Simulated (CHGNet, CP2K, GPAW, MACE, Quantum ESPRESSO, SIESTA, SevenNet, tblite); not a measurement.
# tblite runs on W(110)/C(100) interface (96 atoms)

Aim: run W(110)/C(100) interface (96 atoms) in tblite and see how near its forces come to a plane-wave reference, and at what cost.

Method: the method is named at each step, in tblite 0.8.0.

### Step 1. Starting point

The cell holds 96 atoms: 24 W and 72 C. Its edges and angles: a = 7.976 Å, b = 7.567 Å, c = 24.830 Å, α = 90.0°, β = 90.0°, γ = 108.4°. Bcc W(110), 3 repeat layers, 8 surface cells, strained +2.88 and -2.40 %; diamond-structure C(100), 4 layers, 9 cells, +0.00 and -0.00 %; outer planes 2.12 Å apart, 12 Å of vacuum above; not relaxed, displaced by a Gaussian of 0.02 Å. Then every atom was moved at random, 0.05 Å r.m.s. a Cartesian component. Regions: W, 24 atoms (24 W); C, 72 atoms (72 C). Vacuum lies along c.

The yardstick, on the same geometry:

```
method                 : Kohn-Sham DFT, PBE, SSSP efficiency 1.3.0 pseudopotentials, plane waves (Quantum ESPRESSO 7.5); sssp-pbe-1.3.0-efficiency, cutoffs 45/360 Ry, Γ point
r.m.s. force component : 2.367 eV/Å
longest force          : 9.886 eV/Å
time                   : 9.1 min on 4 MPI ranks of Arm Neoverse V1, shared host
CPU time               : 37 min
```

### Step 2. GFN1-xTB

Method: GFN1-xTB tight binding, diagonalisation.

run.py reads:

```python
import numpy as np
from ase.io import read
from tblite.ase import TBLite

atoms = read("structure.xyz")
atoms.calc = TBLite(method="GFN1-xTB", electronic_temperature=580, accuracy=1.0, max_iterations=250, mixer_damping=0.1, verbosity=1)
energy = atoms.get_potential_energy()
forces = atoms.get_forces()
print(f"energy {energy:.6f} eV")
print("forces (eV/A)")
for i, (a, f) in enumerate(zip(atoms, forces)):
    print(f"{i:4d} {a.symbol:2s} {f[0]:10.5f} {f[1]:10.5f} {f[2]:10.5f}")
print("charges (e)")
print(np.array2string(atoms.get_charges(), precision=4, suppress_small=True, max_line_width=110, threshold=100000))
```

structure.xyz reads:

```xyz
96
Lattice="7.97610 0.00000 0.00000 -2.39279 7.17840 0.00000 0.00000 0.00000 24.82973" Properties=species:S:1:pos:R:3 pbc="T T T"
W 0.14877 5.41424 5.99588
W 1.50225 4.46159 8.18115
W 0.18949 5.35523 10.47442
W 2.86806 6.18735 5.96584
W 4.11520 5.33743 8.21665
W 2.95698 6.36925 10.41483
W 0.07289 2.63024 5.99290
W 1.39284 1.82819 8.28792
W 0.14786 2.71975 10.54668
W 2.80982 3.64167 5.92710
W 4.00863 2.62902 8.11485
W 2.65542 3.66027 10.48187
W 5.51772 4.53919 6.05051
W -1.21559 3.69824 8.23031
W 5.53384 4.53101 10.46499
W 0.03220 0.08119 6.04927
W -1.18196 6.15002 8.26880
W 5.58204 7.09391 10.54320
W 2.65911 0.91252 5.99886
W 4.04378 0.08406 8.17519
W 2.68825 0.95717 10.40937
W 5.31476 1.78706 5.97676
W 6.65502 0.94159 8.23677
W 5.42364 1.92058 10.49230
C 0.48485 3.94274 12.57030
C 0.05420 1.06348 13.46218
C -0.41529 2.32315 14.35953
C 0.73586 2.73124 15.25762
C 1.20108 1.54996 16.23293
C -0.79134 3.63722 17.04387
C -0.40103 2.27318 18.00975
C 0.85988 2.68580 18.79412
C 1.33488 1.49863 12.49531
C -1.64238 5.86683 13.54189
C 0.38608 0.01113 14.34140
C 1.56833 0.40156 15.26259
C -0.31841 6.34535 16.21630
C 0.03556 1.24409 17.15436
C -1.91121 7.16289 17.92235
C 1.68669 0.27881 18.84055
C -0.34961 6.25878 12.69966
C -0.72066 3.58453 13.43065
C -1.11104 4.69130 14.37492
C 0.06610 5.25401 15.15756
C 0.36210 3.90182 16.12219
C -1.51638 6.04349 17.02277
C -1.21664 4.62310 17.94941
C 0.14943 5.13349 18.79958
C 6.09720 3.12928 12.58048
C 5.60174 0.41025 13.53344
C 5.22735 1.55951 14.37914
C 6.40995 1.95389 15.20002
C 6.93742 0.75359 16.19296
C 4.81736 2.69807 17.06746
C 5.24003 1.61406 17.91291
C 6.43738 1.85533 18.78369
[... 36 atom lines left out ...]
C 3.52935 2.29974 16.12666
C 1.58969 4.38593 17.05058
C 2.02154 3.10473 17.88039
C 3.18350 3.52991 18.83683
```

The run is started by

```sh
$ OMP_NUM_THREADS=1 python run.py > output.txt
```

Log:

```text
------------------------------------------------------------
  cycle        total energy    energy error   density error
------------------------------------------------------------
      1     -189.8014502490  -1.9167185E+02   1.0243698E+00
      2      945.1454498288   1.1349469E+03   1.5427833E+00
      3     -138.6579960708  -1.0838034E+03   9.5373394E-01
      4      14.85596042899   1.5351396E+02   1.1916057E+00
      5     -123.9264468956  -1.3878241E+02   6.9348008E-01
      6     -65.60670105396   5.8319746E+01   6.8060490E-01
      7     -39.03604953852   2.6570652E+01   5.5248834E-01
      8     -198.4262539974  -1.5939020E+02   1.8842256E-01
      9     -204.2535792495  -5.8273253E+00   1.0482385E-01
     10     -205.2020108501  -9.4843160E-01   8.5598621E-02
     11     -205.6856321436  -4.8362129E-01   6.5563387E-02
     12     -206.2061849369  -5.2055279E-01   4.5869061E-02
     13     -206.7899409360  -5.8375600E-01   3.1485173E-02
     14     -207.0906816165  -3.0074068E-01   2.4495873E-02
     15     -207.1236333613  -3.2951745E-02   2.1057809E-02
     16     -207.3059815290  -1.8234817E-01   1.3423665E-02
     17     -207.2950880281   1.0893501E-02   1.1584124E-02
     18     -207.3311686818  -3.6080654E-02   8.0809266E-03
     19     -207.3547278838  -2.3559202E-02   6.4286295E-03
     20     -207.3603228823  -5.5949986E-03   6.0263444E-03
     21     -207.3633166613  -2.9937790E-03   3.8385786E-03
     22     -207.3647609825  -1.4443211E-03   1.4536932E-03
     23     -207.3651180187  -3.5703622E-04   8.0200922E-04
     24     -207.3652062349  -8.8216199E-05   5.1410069E-04
     25     -207.3651655694   4.0665439E-05   5.2198287E-04
     26     -207.3651730348  -7.4653236E-06   3.8390526E-04
     27     -207.3651944195  -2.1384739E-05   2.6928026E-04
     28     -207.3652134410  -1.9021451E-05   1.4398256E-04
     29     -207.3652174270  -3.9860057E-06   4.2539015E-05
     30     -207.3652175127  -8.5739657E-08   2.8527019E-05
     31     -207.3652176453  -1.3255135E-07   1.7096128E-05
------------------------------------------------------------
 total:                                   4.919 sec
energy -5642.694985 eV
forces (eV/A)
   0 W     0.58029   -0.91501    0.00990
   1 W    -0.93064    2.19298   -0.87815
   2 W    -0.08140    2.34725    1.88875
   3 W     0.63424    5.17293   -0.36971
   4 W     0.87173    0.84031   -0.67950
   5 W    -3.10662   -0.85445    2.84001
   6 W     0.46172    4.36722   -0.06667
   7 W    -1.61077   -2.25789   -2.26650
   8 W    -0.36172   -1.03647    2.72726
   9 W    -0.92328   -4.08769   -0.35535
  10 W     1.38250    5.00960    2.44772
  11 W     4.50433    0.67276    1.84960
  12 W    -1.34943   -0.57498   -2.11830
  13 W     0.85119  -10.68479   -0.97136
  14 W    -1.67311   -1.54418    2.98485
  15 W    -1.02438   -4.03816   -0.64903
  16 W     1.68877   10.50275   -1.13509
  17 W    -0.70157    4.40418    2.23539
  18 W    -0.19484    0.53517   -0.63534
  19 W    -1.85772   -5.46095    0.08922
  20 W     0.43952   -1.40689    3.96018
  21 W     1.37017   -0.26290   -1.23409
  22 W     0.73632   -0.14515    0.17924
  23 W     0.15032   -1.79848    1.78046
[...]
88 C    -1.62222   -0.46824    1.96144
  89 C     1.73461    4.95090   -3.83538
  90 C     1.10410   -0.42845   -2.98353
  91 C     1.32163   -5.47564   -2.86659
  92 C     6.95976    3.41559   -2.61200
  93 C    -0.12322   -2.55490   -0.99029
  94 C    -0.24784    2.62020    3.58651
  95 C     0.46900    1.00838   -2.75628
charges (e)
[ 0.0201 -0.0597  0.1034  0.0241 -0.0509  0.1134  0.0147 -0.0674  0.1615  0.0379 -0.0564  0.1157  0.0189
 -0.0625  0.1073  0.0115 -0.0646  0.1526  0.0099 -0.0568  0.1382  0.0245 -0.0838  0.136  -0.1499  0.0423
  0.0172  0.0056 -0.0121  0.033   0.0426 -0.0527 -0.1588  0.0311  0.0244 -0.0112  0.0112  0.0607  0.0197
 -0.0613 -0.134   0.0587  0.0264  0.0158 -0.0188  0.0315  0.0266 -0.0438 -0.159   0.0298  0.0349  0.0091
 -0.0093  0.0246  0.0222 -0.0532 -0.1149  0.0568  0.0322  0.0149 -0.0095  0.0351  0.0338 -0.0712 -0.1634
  0.048   0.0233 -0.017  -0.0147  0.0214  0.0338 -0.0457 -0.1553  0.0314  0.042   0.0034 -0.0208  0.0391
  0.0073 -0.0607 -0.1568  0.0427  0.0282 -0.0108  0.0159  0.0511  0.048  -0.0861 -0.1409  0.0494  0.0064
  0.0111  0.0014  0.0243  0.0213 -0.0453]
```

Elapsed: 5.5 s, on 1 thread of Arm Neoverse V1, shared host; peak memory 0.13 GiB.

Banners, paths, timers and routine set-up lines are dropped from the logs unmarked, and long logs keep their key lines alone; longer cuts are marked.

Against the reference:

```yaml
r_m_s_force_component: 2.642 eV/Å
r_m_s_difference_of_force_components: 829.1 meV/Å
longest_difference_of_force_vectors: 6715 meV/Å
force_difference_over_r_m_s_force: 35.02 %
slope_of_forces_against_the_reference_s: 1.062
correlation_of_force_components: 0.9511
```

Length of the force difference by element (eV/Å):

```tsv
element	atoms	mean	most
C	72	0.54	1.6
W	24	2.1	6.7
```

Local excerpt of 9 atoms (numbers count through the whole input) about W14, which bears the longest force; x, y, z are measured from there.

```tsv
atom	x	y	z	distance (Å)	bonds	Mulliken charge (e)	Fx	Fy	Fz (eV/Å)
W14	0.00	0.00	0.00	0.00	0	-0.06	0.85	-10.68	-0.97
W17	0.03	2.45	0.04	2.45	0	-0.06	1.69	10.50	-1.14
W13	-1.24	0.84	-2.18	2.65	0	0.02	-1.35	-0.57	-2.12
W15	-1.23	0.83	2.23	2.68	0	0.11	-1.67	-1.54	2.98
W23	-0.11	-2.76	0.01	2.76	0	-0.08	0.74	-0.15	0.18
W7	1.29	-1.07	-2.24	2.79	0	0.01	0.46	4.37	-0.07
W2	2.72	0.76	-0.05	2.82	0	-0.06	-0.93	2.19	-0.88
W9	1.36	-0.98	2.32	2.86	0	0.16	-0.36	-1.04	2.73
W11	-2.75	-1.07	-0.12	2.95	0	-0.06	1.38	5.01	2.45
```

Atoms are counted from 1 here, from 0 in the log.

Forces lie 35 % from the reference's, at 0.0025 times its CPU time (on 1 against 4 cores).

The difference per atom is largest on W (2.1 eV/Å on average, against 0.54 on C).

### Step 3. Outcome

| Quantity | Value |
| --- | --- |
| force difference from the reference | tblite GFN1-xTB, 35 % |
| its CPU time | 5.5 s |

**Reading.** Tight binding differs by 35 % (tblite GFN1-xTB); it is another model, with fitted parameters of its own, and the xTB methods hold dispersion. One electronic-structure run takes under half the reference's CPU time: tblite GFN1-xTB, at 35 % in 5.5 s against 37 min. Periodic xTB results under one method name differ between programs and library versions. The host structure and its lattice constant were typed by rule, without a check against the phase diagram. The electronic-structure runs sample only Γ, in a cell whose shortest periodic width is 7 Å, which is coarse for a cell with partly filled levels. Spin–orbit coupling is left out, which matters for the levels of the heavy elements.

[Also dropped from logs without a mark: logging warnings of Python, and SIESTA's first energy breakdown and zero terms.]

[Logs are printed without paths, hosts, clocks, repeated set-up lines and the standing remarks that a program may print on its own settings, such as how far it seeks lower states.]

[Hosts, paths, dates, database ids (printed as entryN), source tags and the programs' standing remarks are cut or masked in the printed files.]
